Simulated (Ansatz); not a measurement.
# Σ5 (310) boundary in bcc Ta: structure and resistance, part 3 of 3

Aim: the relaxed structure and the specific resistance of the Σ5 (310) boundary in bcc Ta.

Ansatz 0.2.0; Ansatz plane-wave DFT, PBEsol, PAW files; relaxation of a bicrystal slab with its lowest layers held; PAW set soft_1 (the session's first sound run).

So far. Step 3 (Transmission across the boundary): Over the solved energies the transmission per spin lies between 1.85 and 2.11, out of 3.95 channels of the lead on average (up to 4.32). The log calls the step of a lead's potential too much. Step 4 (Specific resistance): Averaged over the energies near the Fermi level, 50.0 % of the channels pass, which makes 0.564 fΩ m².

### 5. Single-crystal slab for reference

The free faces cost energy too. A single-crystal slab with the same faces and held layers is relaxed, so that they cancel.

This step: Ansatz plane-wave DFT, PBEsol, PAW files; relaxation of a single-crystal slab with its lowest layers held; PAW set soft_1 (Ansatz 0.2.0).

System of this step: Ta slab, plane (3, 1, 0). The cell holds 19 atoms: 19 Ta. Cell: a = 5.477 Å, b = 3.303 Å, c = 29.799 Å, α = 90.0°, β = 90.0°, γ = 72.5°. It derives from Ta. Vacuum lies along c.

File input.yaml:

```yaml
crystal:
  lattice:
    - [5.4766761838, 0.0, 0.0]
    - [0.9957593061, 3.1488674087, 0.0]
    - [0.0, 0.0, 29.7985010762]
  atoms:
    - { symbol: Ta, position: [0.7999999998, 0.6000000001, 0.1677936748] }
    - { symbol: Ta, position: [0.1999999998, 0.9000000001, 0.2028411146] }
    - { symbol: Ta, position: [0.5999999998, 0.2000000001, 0.2378885543] }
    - { symbol: Ta, position: [0.9999999999, 0.5, 0.2729359941] }
    - { symbol: Ta, position: [0.3999999999, 0.8, 0.3079834338] }
    - { symbol: Ta, position: [0.7999999999, 0.1, 0.3430308735] }
    - { symbol: Ta, position: [0.1999999999, 0.4, 0.3780783133] }
    - { symbol: Ta, position: [0.5999999999, 0.7, 0.413125753] }
    - { symbol: Ta, position: [0.9999999999, 0.0, 0.4481731928] }
    - { symbol: Ta, position: [0.3999999999, 0.3, 0.4832206325] }
    - { symbol: Ta, position: [0.7999999999, 0.6, 0.5182680723] }
    - { symbol: Ta, position: [0.1999999999, 0.9, 0.553315512] }
    - { symbol: Ta, position: [0.5999999999, 0.2, 0.5883629517] }
    - { symbol: Ta, position: [1.0, 0.5, 0.6234103915] }
    - { symbol: Ta, position: [0.4, 0.8, 0.6584578312] }
    - { symbol: Ta, position: [0.8, 0.1, 0.693505271] }
    - { symbol: Ta, position: [0.2, 0.4, 0.7285527107] }
    - { symbol: Ta, position: [0.6, 0.7, 0.7636001505] }
    - { symbol: Ta, position: [0.0, 0.0, 0.7986475902] }
kpoints:
  mp_grid: { grid: [7, 7, 1] }
hamiltonian:
  xc: pbesol
  pseudopotentials: { kind: paw, azcp: { folder: soft_1 }, xc_functional: pbe }
scf:
  occupations: { method: fermi_dirac, width: 0.1 }
relax:
  f_tol: 0.03
  max_steps: 80
  constraints: [{ sites: [0, 1, 2] }]
```

The run is started by

```console
$ ansatz run input.yaml --threads 4 --pin off --max-ram 15360MiB --backend cpu --events-out ev --progress --plain --runs-dir out
```

Numbers of over 12 decimals in the logs are rounded to 6 here.

Output:

```text
Warning: crystal.symmetry: narrowed to the stabiliser of the relax constraints — unitary ops 4 → 2; lowered at sites 0, 1, 2, 16, 17, 18 (the operations that carried what is held of a site onto what its image site leaves free; the constrained walk keeps no symmetry that its constraints do not admit)
[...]
Crystal: 19 atoms, lattice volume = 513.885 Å³
Basis set: ecut = 420 eV, 10051 PW (Γ), exchange–correlation on 80×48×400 points (8 copies of the dense FFT grid, shifted against one another)
Bands: 149, of which v1, the nominal top of the filled ones, is band 124 counted from 1 (123 counted from 0)
Symmetry: 2 space group operations
k-points: 16 of 49 (time reversal used)
[...]
SCF iter   1: F=—  HF=-186347.035088 eV  |F-HF|=—  |Δ(HF+E_count)|=         —  Δρ=5.34e-2  dr2=4.98e2  ethr=3.10e-3  ⟨swp⟩=9.2  Hψ=11381  notcnv=0  defer=14
[...]
SCF iter  11: F=-186334.348475 eV  HF=-186334.348476 eV  |F-HF|=3.67e-7  |Δ(HF+E_count)|=   1.65e-6  Δρ=6.50e-6  dr2=5.95e-7  ethr=2.05e-9  ⟨swp⟩=2.2  Hψ=8581  notcnv=0
SCF 1 converged in 11 iterations: F = -186334.348475 eV  dr2 = 5.95e-7
[...]
relax step   1: F+E_penalty+E_count = -186334.34847533 eV  Δ(F+E_penalty+E_count) = +0.000e0 eV  max|allowed force component| = 2.115e0 eV/Å  Δτ_max = 0.0000 Å  (11 SCF iters, dr2 threshold 2.25e-5 eV, accepted)
[...]
SCF iter   6: F=-186334.667993 eV  HF=-186334.668001 eV  |F-HF|=8.11e-6  |Δ(HF+E_count)|=   1.71e-6  Δρ=3.09e-5  dr2=1.62e-5  ethr=4.05e-8  ⟨swp⟩=3.0  Hψ=9368  notcnv=0
SCF 2 converged in 6 iterations: F = -186334.667993 eV  dr2 = 1.62e-5
relax step   2: F+E_penalty+E_count = -186334.66799293 eV  Δ(F+E_penalty+E_count) = -3.195e-1 eV  max|allowed force component| = 3.617e-1 eV/Å  Δτ_max = 0.1949 Å  (6 SCF iters, dr2 threshold 1.00e-4 eV, accepted)
SCF iter   1: F=—  HF=-186334.981441 eV  |F-HF|=—  |Δ(HF+E_count)|=         —  Δρ=1.19e-2  dr2=1.12e1  ethr=3.10e-3  ⟨swp⟩=4.8  Hψ=4895  notcnv=0  defer=20
[...]
SCF iter   8: F=-186334.721749 eV  HF=-186334.721751 eV  |F-HF|=2.27e-6  |Δ(HF+E_count)|=   4.20e-6  Δρ=8.51e-6  dr2=2.75e-6  ethr=3.31e-9  ⟨swp⟩=3.1  Hψ=10116  notcnv=0
SCF 3 converged in 8 iterations: F = -186334.721749 eV  dr2 = 2.75e-6
relax step   3: F+E_penalty+E_count = -186334.72174883 eV  Δ(F+E_penalty+E_count) = -5.376e-2 eV  max|allowed force component| = 2.415e-1 eV/Å  Δτ_max = 0.1938 Å  (8 SCF iters, dr2 threshold 8.17e-6 eV, accepted)
[...]
relax step   4: F+E_penalty+E_count = -186334.74490893 eV  Δ(F+E_penalty+E_count) = -2.316e-2 eV  max|allowed force component| = 1.036e-1 eV/Å  Δτ_max = 0.0962 Å  (7 SCF iters, dr2 threshold 3.64e-6 eV, accepted)
[...]
relax step   5: F+E_penalty+E_count = -186334.74757191 eV  Δ(F+E_penalty+E_count) = -2.663e-3 eV  max|allowed force component| = 2.698e-2 eV/Å  Δτ_max = 0.0435 Å  (7 SCF iters, dr2 threshold 1.97e-6 eV, accepted)
[...]
SCF iter   3: F=-186334.747572 eV  HF=-186334.747572 eV  |F-HF|=5.33e-9  |Δ(HF+E_count)|=   5.21e-8  Δρ=8.33e-7  dr2=1.56e-8  ethr=4.05e-11  ⟨swp⟩=3.0  Hψ=9345  notcnv=0
SCF 6 converged in 3 iterations: F = -186334.747572 eV  dr2 = 1.56e-8
relax step   6: F+E_penalty+E_count = -186334.74757227 eV  Δ(F+E_penalty+E_count) = -3.623e-7 eV  max|allowed force component| = 2.700e-2 eV/Å  Δτ_max = 0.0000 Å  (3 SCF iters, accepted)
SCF converged after 3 iterations
Free energy (F): -186334.747572 eV
[...]
Internal energy: -186333.970831 eV  (E = F + TS)
E sigma→0 (E₀):  -186334.359202 eV
Entropy (-TS):   -0.776741 eV (-40.881 meV/atom)
Fermi energy:    11.059005 eV
[...]
--- Forces (eV/Å), atoms counted from 1 ---
  atom   1  Ta     0.04172130    -0.01319343     2.02448294
  atom   2  Ta    -0.53329644     0.16864314    -0.69681048
  atom   3  Ta     0.48859045    -0.15450587    -1.30237063
  atom   4  Ta     0.00508536    -0.00160813    -0.00606035
  atom   5  Ta     0.00012879    -0.00004073    -0.00862747
  atom   6  Ta    -0.00229804     0.00072670    -0.00806568
  atom   7  Ta    -0.00067123     0.00021226    -0.00788671
  atom   8  Ta     0.00109666    -0.00034679    -0.00711920
  atom   9  Ta     0.00051306    -0.00016224    -0.00134531
  atom  10  Ta     0.00017255    -0.00005457     0.00586319
  atom  11  Ta     0.00611127    -0.00193255     0.00937474
  atom  12  Ta     0.00664999    -0.00210291    -0.00138051
  atom  13  Ta     0.00223946    -0.00070818    -0.00411338
  atom  14  Ta     0.00357320    -0.00112995    -0.00816600
  atom  15  Ta    -0.00340668     0.00107729    -0.00207234
  atom  16  Ta    -0.01188975     0.00375987     0.00516430
  atom  17  Ta    -0.01607046     0.00508193     0.00415213
  atom  18  Ta    -0.01524791     0.00482181    -0.00285599
  atom  19  Ta     0.02699858    -0.00853770     0.00781576
  max |Σ_I F_I| component: 2.10e-5 eV/Å
--- Relaxed structure (6 steps of the walk, 6 accepted, 0 SCFs on fresh bases) ---
  F+E_penalty+E_count = -186334.74757227 eV   max|allowed force component| = 2.700e-2 eV/Å
  atoms:
    - { symbol: Ta, position: [0.800000, 0.600000, 0.167794] }
    - { symbol: Ta, position: [0.200000, 0.900000, 0.202841] }
    - { symbol: Ta, position: [0.600000, 0.200000, 0.237889] }
    - { symbol: Ta, position: [0.997986, 0.501007, 0.269931] }
    - { symbol: Ta, position: [0.394352, 0.802824, 0.306303] }
    - { symbol: Ta, position: [0.799300, 0.100350, 0.340646] }
    - { symbol: Ta, position: [0.198905, 0.400548, 0.375298] }
    - { symbol: Ta, position: [0.597404, 0.701298, 0.409722] }
    - { symbol: Ta, position: [0.996570, 0.00171495, 0.444218] }
    - { symbol: Ta, position: [0.396012, 0.301994, 0.478983] }
    - { symbol: Ta, position: [0.795333, 0.602333, 0.513549] }
    - { symbol: Ta, position: [0.195852, 0.902074, 0.548311] }
    - { symbol: Ta, position: [0.595077, 0.202461, 0.582962] }
    - { symbol: Ta, position: [0.995489, 0.502256, 0.616902] }
    - { symbol: Ta, position: [0.398664, 0.800668, 0.651511] }
    - { symbol: Ta, position: [0.797666, 0.101167, 0.687753] }
    - { symbol: Ta, position: [0.198848, 0.400576, 0.721090] }
    - { symbol: Ta, position: [0.609698, 0.695151, 0.756190] }
    - { symbol: Ta, position: [0.00691763, -0.00345881, 0.782650] }
```

The job ended after 4.4 min (4 threads of Arm Neoverse V1, shared host; peak memory 2.1 GiB; 17 min of CPU time).

Relaxation path:

```csv
step,energy less that of the first step (eV),largest force component (eV/Å)
1,0.0000,2.1145
2,-0.3195,0.3617
3,-0.3733,0.2415
4,-0.3964,0.1036
5,-0.3991,0.0270
6,-0.3991,0.0270
```

The atoms that moved most (Å):

```csv
atom,dx,dy,dz,length
Ta19,0.034,-0.011,-0.477,0.478
Ta18,0.048,-0.015,-0.221,0.227
Ta17,-0.006,0.002,-0.222,0.222
Ta15,-0.007,0.002,-0.207,0.207
Ta14,-0.022,0.007,-0.194,0.195
Ta16,-0.012,0.004,-0.171,0.172
Ta13,-0.025,0.008,-0.161,0.163
Ta12,-0.021,0.007,-0.149,0.151
```

Final coordinates:

```
Ta
1.0
     5.47668    0.00000    0.00000
     0.99576    3.14887    0.00000
     0.00000    0.00000   29.79850
Ta
19
Direct
  0.80000 0.60000 0.16779
  0.20000 0.90000 0.20284
  0.60000 0.20000 0.23789
  0.99799 0.50101 0.26993
  0.39435 0.80282 0.30630
  0.79930 0.10035 0.34065
  0.19890 0.40055 0.37530
  0.59740 0.70130 0.40972
  0.99657 0.00171 0.44422
  0.39601 0.30199 0.47898
  0.79533 0.60233 0.51355
  0.19585 0.90207 0.54831
  0.59508 0.20246 0.58296
  0.99549 0.50226 0.61690
  0.39866 0.80067 0.65151
  0.79767 0.10117 0.68775
  0.19885 0.40058 0.72109
  0.60970 0.69515 0.75619
  0.00692 0.99654 0.78265
```

This step gave:

| Quantity | Value |
| --- | --- |
| free energy | -186334.7476 eV |
| energy at zero smearing | -186334.3592 eV |
| Fermi energy | 11.06 eV |

The largest force component on a free atom ends at 0.027 eV/Å, under the tolerance of 0.03, after 6 steps.

### 6. Bulk reference

The perfect crystal gives the energy per atom, for the atoms by which bicrystal and slab differ.

This step: Ansatz plane-wave DFT, PBEsol, PAW files; bulk reference; PAW set soft_1 (Ansatz 0.2.0).

System of this step: Ta. It takes space group Im-3m (No. 229, cubic). The conventional cell has a = 3.303 Å, b = 3.303 Å, c = 3.303 Å, α = 90.00°, β = 90.00°, γ = 90.00°. Nearest to Ta lie 8 Ta at 2.86 Å.

input.yaml, the sections that differ from step 5:

```yaml
crystal:
  lattice:
    - [-1.65128, 1.65128, 1.65128]
    - [1.65128, -1.65128, 1.65128]
    - [1.65128, 1.65128, -1.65128]
  atoms:
    - { symbol: Ta, position: [0.0, 0.0, 0.0] }
kpoints:
  mp_grid: { grid: [18, 18, 18] }
# hamiltonian, scf: as in step 5
# relax: removed
```

Output:

```text
[...]
Crystal: 1 atoms, lattice volume = 18.010 Å³
Basis set: ecut = 420 eV, 369 PW (Γ)
Bands: 11, of which v1, the nominal top of the filled ones, is band 7 counted from 1 (6 counted from 0)
Symmetry: 48 space group operations
[...]
k-points: 195 of 5832
[...]
SCF iter   1: F=—  HF=-9807.556236 eV  |F-HF|=—  |Δ(HF+E_count)|=         —  Δρ=4.18e-2  dr2=3.31e-1  ethr=3.10e-3  ⟨swp⟩=5.0  Hψ=11056  notcnv=0
[...]
SCF iter   6: F=-9807.424788 eV  HF=-9807.424788 eV  |F-HF|=9.46e-11  |Δ(HF+E_count)|=   7.02e-9  Δρ=1.53e-6  dr2=1.53e-10  ethr=1.86e-10  ⟨swp⟩=1.0  Hψ=5571  notcnv=0
SCF 1 converged in 6 iterations: F = -9807.424788 eV  dr2 = 1.53e-10
[...]
SCF converged after 6 iterations
Free energy (F): -9807.424788 eV
[...]
Internal energy: -9807.381823 eV  (E = F + TS)
E sigma→0 (E₀):  -9807.403306 eV
Entropy (-TS):   -0.042965 eV (-42.965 meV/atom)
Fermi energy:    18.344662 eV
[...]
```

Elapsed: 0.66 s, on 4 threads; peak memory 0.29 GiB.

This step gave:

```yaml
free_energy: -9807.4248 eV
energy_at_zero_smearing: -9807.4033 eV
fermi_energy: 18.34 eV
```

### 7. Boundary energy

This step: Ansatz plane-wave DFT, PBEsol, PAW files; bicrystal less single-crystal slab less bulk atoms, a boundary area; PAW set soft_1 (Ansatz 0.2.0).

This step gave:

| Item | Value |
| --- | --- |
| excess energy of the cell | 1.568 eV |
| boundary energy | 1.457 J/m² |

The boundary costs 1.5 J/m².

By hand: 1.57 eV / 17.25 Å² × 16.02 = 1.46 J/m².

### 8. Outcome

| Quantity | Value |
| --- | --- |
| specific resistance of the boundary | 0.564 fΩ m² |
| share of channels that pass | 0.500 |
| boundary energy | 1.46 J/m² |

The boundary has a specific resistance of 0.56 fΩ m² and an energy of 1.5 J/m². The boundary reflects 50 % of the channels; 0.56 fΩ m² is 5.6×10⁻¹² Ω·cm². That equals the resistance of 4.2 nm of bulk Ta at 300 K (measured 13.5 µΩ cm, CRC Handbook of Chemistry and Physics, 84th ed., 2003, Electrical Resistivity of Pure Metals). In the relaxation the upper grain slid sideways by about 0.5 Å, so the result belongs to the position that it found, not to the starting one. One starting structure was relaxed; another shift or atom count at the boundary may lie lower. Spin-orbit coupling is left out, which matters for Ta. A lead's potential steps by up to 33 meV from period to period, which the log calls too much, so longer leads could move the result.

[Logs are printed without paths, hosts, clocks, repeated set-up lines and the standing remarks that a program may print on its own settings, such as how far it seeks lower states.]

[Hosts, paths, dates, database ids (printed as entryN), source tags and the programs' standing remarks are cut or masked in the printed files.]
